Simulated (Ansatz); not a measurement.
# Static equation of state of SiH13C6BrN2 (P2_1/c) (92 atoms)

The cell holds 92 atoms: 4 Si, 52 H, 24 C, 4 Br and 8 N. Cell: a = 10.643 Å, b = 9.097 Å, c = 12.421 Å, α = 90.0°, β = 112.8°, γ = 90.0°. It derives from SiH13C6BrN2 (P2_1/c), repeated 1×1×1. The starting structure: SiH13C6BrN2, space group P2_1/c, structure from the Crystallography Open Database, 1 x 1 x 1 conventional cells; positions as listed; bonds to H set to neutron lengths (C-H 1.089, N-H 1.015, O-H 0.983, B-H 1.19 Å) where the listed ones are shorter.

Calculated with Ansatz 0.2.0: Kohn-Sham DFT, PBEsol, PAW (set soft_2), plane waves; cutoff 420 eV, Γ point, fixed occupations. Cell and atoms were relaxed first, to V0 = 12.051 Å³ an atom at a residual P0 = 0.010 GPa. The cell was then scaled evenly, and the atoms were relaxed at each volume.

| volume (Å³/atom) | pressure (GPa) |
| --- | --- |
| 10.846 | ? |
| 11.328 | 0.4100 |
| 11.690 | 0.1540 |
| 12.413 | -0.08631 |
| 12.774 | -0.1614 |

Task: Fit the third-order Birch–Murnaghan equation to the rows given and extrapolate to the withheld row.

**Working.**

Take the Eulerian strain f = ½[(V0/V)^(2/3) − 1] and the normalised pressure F = (P − P0) / [3f(1 + 2f)^(5/2)]. The third-order Birch–Murnaghan equation is then the line F = B0 + (3/2)B0(B′ − 4) f, so u = f and v = F.

| u = f | v = F (GPa) |
| --- | --- |
| 0.0210568 | 5.71253 |
| 0.0102570 | 4.45092 |
| -0.00975668 | 3.45505 |
| -0.0190505 | 3.30377 |

With n = 4: mean u = 6.2667e-4, mean v = 4.23057, Σ(u − ū)² = 0.0010051, Σ(u − ū)(v − v̄) = 0.058688. Slope b = 0.058688 / 0.0010051 = 58.388; intercept a = v̄ − b ū = 4.1940.

So B0 = a = 4.19 GPa and B′ = 4 + 2b/(3a) = 13.3. At the withheld volume f = 0.03638, F = a + b f = 6.318 GPa, and P = P0 + 3f(1 + 2f)^(5/2) F.

Prediction at 10.846: 0.8320 GPa. The run gave 0.7273 GPa, so the fit is high by 0.10 GPa (14 % of the value).

The series isn't one smooth equation of state: even a line fitted to all rows, the withheld one included, misses F by up to 10.5 %. B0 and B′ are then only the numbers of this fit, not moduli of the material. Among the rows given, the largest miss of the fit is at 11.328, by 0.020 GPa (2.3 % of the range of the table).

Limits: Static cells at zero temperature; the cell shape is held. The program notes that the SCF threshold of these relaxations is loose for the stress. The functional has no dispersion term, which matters for the binding between molecules or layers. Only the Γ point is sampled, in a cell whose shortest periodic width is 9 Å.

[Hosts, paths, dates, database ids (printed as entryN), source tags and the programs' standing remarks are cut or masked in the printed files.]
